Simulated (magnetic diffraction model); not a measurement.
## Solving a magnetic structure from powder neutron data: FeAg2Br4

Space group Cmmm (no. 65), a = 5.2880 Å, b = 14.4730 Å, c = 4.4860 Å.

| site | atom | x | y | z |
| --- | --- | --- | --- | --- |
| 4j | Ag | 1/2 | 0.1484 | 1/2 |
| 4i | Br | 1/2 | 0.3430 | 0 |
| 2d | Br | 0 | 0 | 1/2 |
| 2b | Br | 1/2 | 0 | 0 |
| 2a | Fe | 0 | 0 | 0 |

The compound is invented for this exercise: a known structure type with other elements, its cell scaled to their sizes and not relaxed.

Only Fe is taken to order (form factors of Fe2+); orders and moment sizes are assumed, and not adapted to the symmetry. Radiation: neutrons of λ = 2.52 Å, 3° to 85°; isotropic B of 0.61 Å² (Ag), 0.56 Å² (Br) and 0.66 Å² (Fe). The intensities are simulated: I ∝ L Σ (|F_N|² + |F_M⊥|²) for unpolarised neutrons, with F_M = 2.695 fm/μB × Σ f(s) S exp(2πi Q·r) exp(−B s²) at Q = H ± k (one set where k and −k are equivalent), only the part normal to Q counting and L = 1/(sin²θ cos θ). For collinear order S is the moment m, which repeats by lattice and centring translations R with the sign exp(−2πi k·R). Form factors are spin-only for 3d ions and dipole or tabulated for f ions, scattering lengths are Sears's of 1992, and absorption is left out. A label names one of the reflections at its angle. The strongest nuclear line in the range is 100, and lines under 0.2 are left out.

Above the ordering temperature:

```tsv
2θ (°)	index	I
20.05	(0 2 0)	39.0
29.39	(1 1 0)	17.8
32.62	(0 0 1)	9.4
38.59	(0 2 1)	6.2
40.76	(0 4 0)	0.7
41.41	(1 3 0)	5.0
44.48	(1 1 1)	18.2
53.15	(0 4 1)	6.0
53.68	(1 3 1)	100.0
56.92	(2 0 0)	64.7
59.50	(1 5 0)	8.7
60.98	(2 2 0)	10.1
62.98	(0 6 0)	47.2
67.17	(2 0 1)	5.3
68.35	(0 0 2)	48.7
69.53	(1 5 1)	0.3
70.89	(2 2 1)	4.5
72.05	(0 2 2)	7.8
72.35	(2 4 0)	0.5
72.75	(0 6 1)	6.4
76.10	(1 1 2)	7.0
81.64	(2 4 1)	6.3
```
(The table stops after 22 lines; 3 more lie at higher angle.)

Below it (cell unchanged):

| 2θ (°) | I |
| --- | --- |
| 9.99 | 9.1 |
| 20.05 | 39.0 |
| 27.57 | 5.0 |
| 29.39 | 17.8 |
| 30.28 | 0.8 |
| 32.62 | 9.4 |
| 34.20 | 5.9 |
| 34.33 | 4.4 |
| 38.59 | 6.2 |
| 40.76 | 0.7 |
| 41.41 | 5.0 |
| 43.23 | 3.5 |
| 44.48 | 18.2 |
| 45.11 | 2.0 |
| 48.08 | 4.5 |
| 49.92 | 1.1 |
| 51.61 | 0.2 |
| 53.15 | 6.0 |
| 53.68 | 100.0 |
| 56.92 | 64.7 |
| 57.95 | 1.5 |
| 59.50 | 8.7 |
| 60.91 | 1.7 |
| 60.98 | 10.1 |
| 62.40 | 0.6 |
| 62.98 | 47.2 |
| 65.83 | 0.9 |
| 67.17 | 5.3 |
| 68.11 | 1.9 |
| 68.35 | 48.7 |
| 69.28 | 0.9 |
| 69.53 | 0.3 |
| 70.08 | 0.3 |
| 70.89 | 4.5 |
| 72.05 | 7.8 |
| 72.35 | 0.5 |
(The table stops after 36 lines; 12 more lie at higher angle.)

**Question.** Find the propagation vector, then choose among these models:
A. collinear moments along [111], 3.01 μB on Fe
B. collinear moments along [001], 3.01 μB on Fe
C. collinear moments along [101], 3.01 μB on Fe

The new lines index as (0 1 0) at 9.99°, (1 0 0) at 27.57°, (0 3 0) at 30.28° and (0 1 1) at 34.20°, that is as H ± k with k = (0 1 0). The indices are whole but break the lattice centring, so the moments reverse under a centring translation, those with k·t a half-integer.

Magnetic intensity, observed (below minus above) and for each model:

| 2θ (°) | index | observed | A | B | C |
| --- | --- | --- | --- | --- | --- |
| 9.99 | (0 1 0) | 9.1 | 9.1 | 48.7 | 48.7 |
| 27.57 | (1 0 0) | 5.0 | 5.0 | 5.7 | 2.4 |
| 30.28 | (0 3 0) | 0.8 | 0.8 | 4.6 | 4.6 |
| 34.20 | (0 1 1) | 5.9 | 5.9 | 0.6 | 4.2 |
| 34.33 | (1 2 0) | 4.4 | 4.4 | 6.8 | 4.2 |
| 43.23 | (1 0 1) | 3.5 | 3.5 | 1.6 | 2.0 |
| 48.08 | (1 2 1) | 4.5 | 4.5 | 3.0 | 3.5 |
| 49.92 | (1 4 0) | 1.1 | 1.1 | 2.6 | 2.1 |

Model A matches.

The structure used: k = (0 1 0), collinear moments along [111], 3.01 μB on Fe.

[Logs are printed without paths, hosts, clocks, repeated set-up lines and the standing remarks that a program may print on its own settings, such as how far it seeks lower states.]
